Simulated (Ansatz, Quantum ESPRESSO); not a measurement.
# Ag(111) with three reversed steps (a thin twin lamella): ballistic transmission, part 2 of 4

Wanted: the transmission near the Fermi level and the conductance of this junction: Ag(111) with three reversed steps (a thin twin lamella).

Quantum ESPRESSO 7.5; plane-wave DFT, LDA, GBRV ultrasoft pseudopotentials; cross-check by Ansatz 0.2.0 with PAW datasets.

So far. Step 2 (Ground state): The run needed 11 iterations to bring the estimated error under 1e-07 Ry; the largest force on any atom, held or free, is 0.01 eV/Å.

**3. Transmission with pwcond.x**

Level of this step: transmission by pwcond, lead and junction from one cell; plane-wave DFT, LDA, GBRV ultrasoft pseudopotentials (Quantum ESPRESSO).

prefixt takes both regions from one run: the lead from 0 to bdl, the scattering region from bdl to bds (units of alat). ikind = 1 puts the same lead on both sides. The program's T_tot counts both spins in a run without spin; the tables below give T per spin.

cond.in

```
&inputcond
  outdir = './out'
  prefixt = 'scf'
  tran_file = 'cond.dat'
  bdl = 2.4494897423
  bds = 17.1464281995
  ikind = 1
  ewind = 4.0
  epsproj = 1e-05
  nz1 = 7
  energy0 = 0.4
  denergy = -0.4
/
14
  0.00000000 0.00000000 0.01000000
  0.00000000 0.10000000 0.06000000
  0.00000000 0.20000000 0.06000000
  0.00000000 0.30000000 0.06000000
  0.00000000 0.40000000 0.06000000
  0.00000000 0.50000000 0.03000000
  0.10000000 0.20000000 0.06000000
  0.10000000 0.30000000 0.12000000
  0.10000000 0.40000000 0.12000000
  0.10000000 0.50000000 0.12000000
  0.20000000 0.40000000 0.06000000
  0.20000000 0.50000000 0.12000000
  0.20000000 0.60000000 0.06000000
  0.30000000 0.60000000 0.06000000
3
```

Started as:

```bash
> OMP_NUM_THREADS=1 mpirun -n 8 pwcond.x -in cond.in > cond.out
```

The program printed:

```text
[banner, memory and clock lines left out]
Program PWCOND v.7.5 starts

          URL

     ./out/scf.save/

     IMPORTANT: XC functional enforced from input :
     Exchange-correlation= PZ
                           (   1   1   0   0   0   0   0)
     Any further DFT definition will be discarded
     Please, verify this is what you really want

     Reading collected, re-writing distributed wavefunctions

===== INPUT FILE containing all the regions =====

     GEOMETRY:

     lattice parameter (alat)  =       5.5454  a.u.
     the volume                =    2532.2128 (a.u.)^3
     the cross section         =      26.6314 (a.u.)^2
     l of the unit cell        =      17.1464 (alat)
     number of atoms/cell      =           21
     number of atomic types    =            1

     crystal axes: (cart. coord. in units of alat)
               a(1) = (  1.0000  0.0000  0.0000 )
               a(2) = (  0.5000  0.8660  0.0000 )
               a(3) = (  0.0000  0.0000 17.1464 )

   Cartesian axes

     site n.     atom                  positions (alat units)
          1        Ag     tau(  1)=(  0.0000  0.0000 17.1464  )
          2        Ag     tau(  2)=(  0.5000  0.2887  0.8165  )
          3        Ag     tau(  3)=(  1.0000  0.5774  1.6330  )
          4        Ag     tau(  4)=(  0.0000  0.0000  2.4495  )
          5        Ag     tau(  5)=(  0.5000  0.2887  3.2660  )
          6        Ag     tau(  6)=(  1.0000  0.5774  4.0825  )
          7        Ag     tau(  7)=(  0.0000  0.0000  4.8990  )
          8        Ag     tau(  8)=(  0.5000  0.2887  5.7155  )
          9        Ag     tau(  9)=(  1.0000  0.5774  6.5320  )
         10        Ag     tau( 10)=(  0.5000  0.2887  7.3485  )
         11        Ag     tau( 11)=(  0.0000  0.0000  8.1650  )
         12        Ag     tau( 12)=(  1.0000  0.5774  8.9815  )
         13        Ag     tau( 13)=(  0.0000  0.0000  9.7980  )
         14        Ag     tau( 14)=(  0.5000  0.2887 10.6145  )
         15        Ag     tau( 15)=(  1.0000  0.5774 11.4310  )
         16        Ag     tau( 16)=(  0.0000  0.0000 12.2474  )
         17        Ag     tau( 17)=(  0.5000  0.2887 13.0639  )
         18        Ag     tau( 18)=(  1.0000  0.5774 13.8804  )
         19        Ag     tau( 19)=(  0.0000  0.0000 14.6969  )
         20        Ag     tau( 20)=(  0.5000  0.2887 15.5134  )
         21        Ag     tau( 21)=(  1.0000  0.5774 16.3299  )

     nr1s                      =           24
     nr2s                      =           24
     nr3s                      =          384
     nr1sx                     =           24
     nr2sx                     =           24
     nr3sx                     =          384
     nr1                       =           25
     nr2                       =           25
     nr3                       =          432
     nr1x                      =           25
     nr2x                      =           25
     nr3x                      =          432

 _______________________________
  Radii of nonlocal spheres:

     type       ibeta     ang. mom.          radius (alat units)
       Ag         1         0                    0.3125
       Ag         2         0                    0.3125
       Ag         3         1                    0.3125
       Ag         4         1                    0.3125
       Ag         5         2                    0.3125
       Ag         6         2                    0.3125
----- General information -----

--- T calc. with identical leads (ikind=1) ---

     nrx                       =           24
     nry                       =           24
     nz1                       =            7

     energy0               =         4.0E-01
     denergy               =        -4.0E-01
     nenergy               =          3
     ecut2d                =         4.0E+01
     ewind                 =         4.0E+00
     epsproj               =         1.0E-05

     number of k_|| points=   14
                       cryst. coord.
        k(    1) = (   0.0000000   0.0000000), wk =   0.0100000
        k(    2) = (   0.0000000   0.1000000), wk =   0.0600000
        k(    3) = (   0.0000000   0.2000000), wk =   0.0600000
        k(    4) = (   0.0000000   0.3000000), wk =   0.0600000
        k(    5) = (   0.0000000   0.4000000), wk =   0.0600000
        k(    6) = (   0.0000000   0.5000000), wk =   0.0300000
        k(    7) = (   0.1000000   0.2000000), wk =   0.0600000
        k(    8) = (   0.1000000   0.3000000), wk =   0.1200000
        k(    9) = (   0.1000000   0.4000000), wk =   0.1200000
        k(   10) = (   0.1000000   0.5000000), wk =   0.1200000
        k(   11) = (   0.2000000   0.4000000), wk =   0.0600000
        k(   12) = (   0.2000000   0.5000000), wk =   0.1200000
        k(   13) = (   0.2000000   0.6000000), wk =   0.0600000
        k(   14) = (   0.3000000   0.6000000), wk =   0.0600000
----- Information about left/right lead -----

     nocros                   =           18
     noins                    =           36
     norb                     =           72
     norbf                    =          342
     nrz                      =           55

      iorb      type   ibeta   ang. mom.   m       position (alat)
        1        1       1        0        1   taunew(   1)=(  0.0000  0.0000  0.0000)
        2        1       2        0        1   taunew(   2)=(  0.0000  0.0000  0.0000)
        3        1       3        1        1   taunew(   3)=(  0.0000  0.0000  0.0000)
        4        1       3        1        2   taunew(   4)=(  0.0000  0.0000  0.0000)
        5        1       3        1        3   taunew(   5)=(  0.0000  0.0000  0.0000)
        6        1       4        1        1   taunew(   6)=(  0.0000  0.0000  0.0000)
        7        1       4        1        2   taunew(   7)=(  0.0000  0.0000  0.0000)
        8        1       4        1        3   taunew(   8)=(  0.0000  0.0000  0.0000)
        9        1       5        2        1   taunew(   9)=(  0.0000  0.0000  0.0000)
       10        1       5        2        2   taunew(  10)=(  0.0000  0.0000  0.0000)
       11        1       5        2        3   taunew(  11)=(  0.0000  0.0000  0.0000)
       12        1       5        2        4   taunew(  12)=(  0.0000  0.0000  0.0000)
       13        1       5        2        5   taunew(  13)=(  0.0000  0.0000  0.0000)
       14        1       6        2        1   taunew(  14)=(  0.0000  0.0000  0.0000)
       15        1       6        2        2   taunew(  15)=(  0.0000  0.0000  0.0000)
       16        1       6        2        3   taunew(  16)=(  0.0000  0.0000  0.0000)
       17        1       6        2        4   taunew(  17)=(  0.0000  0.0000  0.0000)
[...]
285        1       6        2        2   taunew( 285)=(  0.0000  0.0000 12.2474)
      286        1       6        2        3   taunew( 286)=(  0.0000  0.0000 12.2474)
      287        1       6        2        4   taunew( 287)=(  0.0000  0.0000 12.2474)
      288        1       6        2        5   taunew( 288)=(  0.0000  0.0000 12.2474)
      289        1       1        0        1   taunew( 289)=(  0.5000  0.2887 13.0639)
      290        1       2        0        1   taunew( 290)=(  0.5000  0.2887 13.0639)
      291        1       3        1        1   taunew( 291)=(  0.5000  0.2887 13.0639)
      292        1       3        1        2   taunew( 292)=(  0.5000  0.2887 13.0639)
      293        1       3        1        3   taunew( 293)=(  0.5000  0.2887 13.0639)
      294        1       4        1        1   taunew( 294)=(  0.5000  0.2887 13.0639)
      295        1       4        1        2   taunew( 295)=(  0.5000  0.2887 13.0639)
      296        1       4        1        3   taunew( 296)=(  0.5000  0.2887 13.0639)
      297        1       5        2        1   taunew( 297)=(  0.5000  0.2887 13.0639)
      298        1       5        2        2   taunew( 298)=(  0.5000  0.2887 13.0639)
      299        1       5        2        3   taunew( 299)=(  0.5000  0.2887 13.0639)
      300        1       5        2        4   taunew( 300)=(  0.5000  0.2887 13.0639)
      301        1       5        2        5   taunew( 301)=(  0.5000  0.2887 13.0639)
      302        1       6        2        1   taunew( 302)=(  0.5000  0.2887 13.0639)
      303        1       6        2        2   taunew( 303)=(  0.5000  0.2887 13.0639)
      304        1       6        2        3   taunew( 304)=(  0.5000  0.2887 13.0639)
      305        1       6        2        4   taunew( 305)=(  0.5000  0.2887 13.0639)
      306        1       6        2        5   taunew( 306)=(  0.5000  0.2887 13.0639)
      307        1       1        0        1   taunew( 307)=(  1.0000  0.5774 13.8804)
      308        1       2        0        1   taunew( 308)=(  1.0000  0.5774 13.8804)
      309        1       3        1        1   taunew( 309)=(  1.0000  0.5774 13.8804)
      310        1       3        1        2   taunew( 310)=(  1.0000  0.5774 13.8804)
      311        1       3        1        3   taunew( 311)=(  1.0000  0.5774 13.8804)
      312        1       4        1        1   taunew( 312)=(  1.0000  0.5774 13.8804)
      313        1       4        1        2   taunew( 313)=(  1.0000  0.5774 13.8804)
      314        1       4        1        3   taunew( 314)=(  1.0000  0.5774 13.8804)
      315        1       5        2        1   taunew( 315)=(  1.0000  0.5774 13.8804)
      316        1       5        2        2   taunew( 316)=(  1.0000  0.5774 13.8804)
      317        1       5        2        3   taunew( 317)=(  1.0000  0.5774 13.8804)
      318        1       5        2        4   taunew( 318)=(  1.0000  0.5774 13.8804)
      319        1       5        2        5   taunew( 319)=(  1.0000  0.5774 13.8804)
      320        1       6        2        1   taunew( 320)=(  1.0000  0.5774 13.8804)
      321        1       6        2        2   taunew( 321)=(  1.0000  0.5774 13.8804)
      322        1       6        2        3   taunew( 322)=(  1.0000  0.5774 13.8804)
      323        1       6        2        4   taunew( 323)=(  1.0000  0.5774 13.8804)
      324        1       6        2        5   taunew( 324)=(  1.0000  0.5774 13.8804)
      325        1       1        0        1   taunew( 325)=(  0.0000  0.0000 14.6969)
      326        1       2        0        1   taunew( 326)=(  0.0000  0.0000 14.6969)
      327        1       3        1        1   taunew( 327)=(  0.0000  0.0000 14.6969)
      328        1       3        1        2   taunew( 328)=(  0.0000  0.0000 14.6969)
      329        1       3        1        3   taunew( 329)=(  0.0000  0.0000 14.6969)
      330        1       4        1        1   taunew( 330)=(  0.0000  0.0000 14.6969)
      331        1       4        1        2   taunew( 331)=(  0.0000  0.0000 14.6969)
      332        1       4        1        3   taunew( 332)=(  0.0000  0.0000 14.6969)
      333        1       5        2        1   taunew( 333)=(  0.0000  0.0000 14.6969)
      334        1       5        2        2   taunew( 334)=(  0.0000  0.0000 14.6969)
      335        1       5        2        3   taunew( 335)=(  0.0000  0.0000 14.6969)
      336        1       5        2        4   taunew( 336)=(  0.0000  0.0000 14.6969)
      337        1       5        2        5   taunew( 337)=(  0.0000  0.0000 14.6969)
      338        1       6        2        1   taunew( 338)=(  0.0000  0.0000 14.6969)
      339        1       6        2        2   taunew( 339)=(  0.0000  0.0000 14.6969)
      340        1       6        2        3   taunew( 340)=(  0.0000  0.0000 14.6969)
      341        1       6        2        4   taunew( 341)=(  0.0000  0.0000 14.6969)
      342        1       6        2        5   taunew( 342)=(  0.0000  0.0000 14.6969)
 ngper, shell number =           85          11
 ngper, n2d =           85          76
---  E-Ef =    0.4000000  k =    0.0000000   0.0000000
---  ie =          1  ik =          1
 Nchannels of the left tip =            0
 Right moving states:
   k1(2pi/a)   k2(2pi/a)   E-Ef (eV)
 Left moving states:
   k1(2pi/a)   k2(2pi/a)   E-Ef (eV)

 to transmit
          E-Ef(ev), T =    0.4000000   0.0000000
---  E-Ef =    0.0000000  k =    0.0000000   0.0000000
---  ie =          2  ik =          1
 Nchannels of the left tip =            0
 Right moving states:
   k1(2pi/a)   k2(2pi/a)   E-Ef (eV)
 Left moving states:
   k1(2pi/a)   k2(2pi/a)   E-Ef (eV)

 to transmit
          E-Ef(ev), T =    0.0000000   0.0000000
---  E-Ef =   -0.4000000  k =    0.0000000   0.0000000
---  ie =          3  ik =          1
 Nchannels of the left tip =            1
 Right moving states:
   k1(2pi/a)   k2(2pi/a)   E-Ef (eV)
   0.4457574  -0.0000021  -0.4000000
 Left moving states:
   k1(2pi/a)   k2(2pi/a)   E-Ef (eV)
  -0.4457574  -0.0000021  -0.4000000

 to transmit
 Band j to band i transmissions and reflections:
    j         i     |T_ij|^2    |R_ij|^2

    1 -->     1     0.99745     0.00255
   Total T_j, R_j =    0.99745  0.00255

E-Ef(ev), T(x2 spins) =   -0.4000000   1.9948919
 ngper, shell number =           85          47
 ngper, n2d =           85          77
[... further energies and points left out ...]
---  E-Ef =    0.4000000  k =    0.3000000   0.6000000
---  ie =          1  ik =         14
 Nchannels of the left tip =            0
 Right moving states:
   k1(2pi/a)   k2(2pi/a)   E-Ef (eV)
 Left moving states:
   k1(2pi/a)   k2(2pi/a)   E-Ef (eV)

 to transmit
          E-Ef(ev), T =    0.4000000   0.0000000
---  E-Ef =    0.0000000  k =    0.3000000   0.6000000
---  ie =          2  ik =         14
 Nchannels of the left tip =            0
 Right moving states:
   k1(2pi/a)   k2(2pi/a)   E-Ef (eV)
 Left moving states:
   k1(2pi/a)   k2(2pi/a)   E-Ef (eV)

 to transmit
          E-Ef(ev), T =    0.0000000   0.0000000
---  E-Ef =   -0.4000000  k =    0.3000000   0.6000000
---  ie =          3  ik =         14
 Nchannels of the left tip =            0
 Right moving states:
   k1(2pi/a)   k2(2pi/a)   E-Ef (eV)
 Left moving states:
   k1(2pi/a)   k2(2pi/a)   E-Ef (eV)

 to transmit
          E-Ef(ev), T =   -0.4000000   0.0000000
   T_tot     0.40000      0.17187E+01
   T_tot     0.00000      0.17307E+01
   T_tot    -0.40000      0.15780E+01

Note: The following floating-point exceptions are signalling: IEEE_UNDERFLOW_FLAG
Note: The following floating-point exceptions are signalling: IEEE_UNDERFLOW_FLAG
Note: The following floating-point exceptions are signalling: IEEE_UNDERFLOW_FLAG
Note: The following floating-point exceptions are signalling: IEEE_UNDERFLOW_FLAG
Note: The following floating-point exceptions are signalling: IEEE_UNDERFLOW_FLAG
Note: The following floating-point exceptions are signalling: IEEE_UNDERFLOW_FLAG
Note: The following floating-point exceptions are signalling: IEEE_UNDERFLOW_FLAG
Note: The following floating-point exceptions are signalling: IEEE_UNDERFLOW_FLAG
```

Wall time 1.8 min (8 MPI ranks of Arm Neoverse N1, shared host); peak memory 0.61 GiB; 14 min of CPU time.

Read from the output:

* lead channels at the Fermi level, one spin: 0.87
* transmission at the Fermi level, one spin: 0.8653
* conductance: 0.8653 G₀

Per spin; mean over the k mesh across the current. Table of open channels, zone mean by energy, zero at the Fermi level:

```
energy (eV)  open channels, zone mean
     -0.400                      0.85
      0.000                      0.87
      0.400                      0.87
```

Per spin; mean over the k mesh across the current. The transmission, zone mean by energy, zero at the Fermi level:

```
energy (eV)  transmission, zone mean
     -0.400                    0.789
      0.000                    0.865
      0.400                    0.859
```

At 0.000 eV; k in fractions of b1, b2. Transmission by k point:

```
 k1   k2  weight       t  channels
  0    0    0.01       0         0
  0  0.1    0.06       1         1
  0  0.2    0.06       1         1
  0  0.3    0.06       1         1
  0  0.4    0.06       1         1
  0  0.5    0.03  0.9694         1
0.1  0.2    0.06       1         1
0.1  0.3    0.12  0.9999         1
0.1  0.4    0.12  0.9998         1
0.1  0.5    0.12   0.972         1
0.2  0.4    0.06  0.9994         1
0.2  0.5    0.12  0.9975         1
0.2  0.6    0.06       0         0
0.3  0.6    0.06       0         0
```

The program's own clock; routines nest. Time by routine:

```
     routine  wall time (s)  calls
      PWCOND          105.5      1
scatter_forw          82.56     84
      compbs           9.77     42
    compbs_2           8.17     42
       local           5.27     14
        init           1.05      1
       poten           0.13      1
```

At no point does T exceed the number of channels.

[end of part 2 of 4]

[Logs are printed without paths, hosts, clocks, repeated set-up lines and the standing remarks that a program may print on its own settings, such as how far it seeks lower states.]

[Hosts, paths, dates, database ids (printed as entryN), source tags and the programs' standing remarks are cut or masked in the printed files.]

[Maps of the electrostatic potential energy from Ansatz leave out the sawtooth potential of an applied field or a dipole correction, so their vacuum need not be flat; planar profiles and work functions include it.]
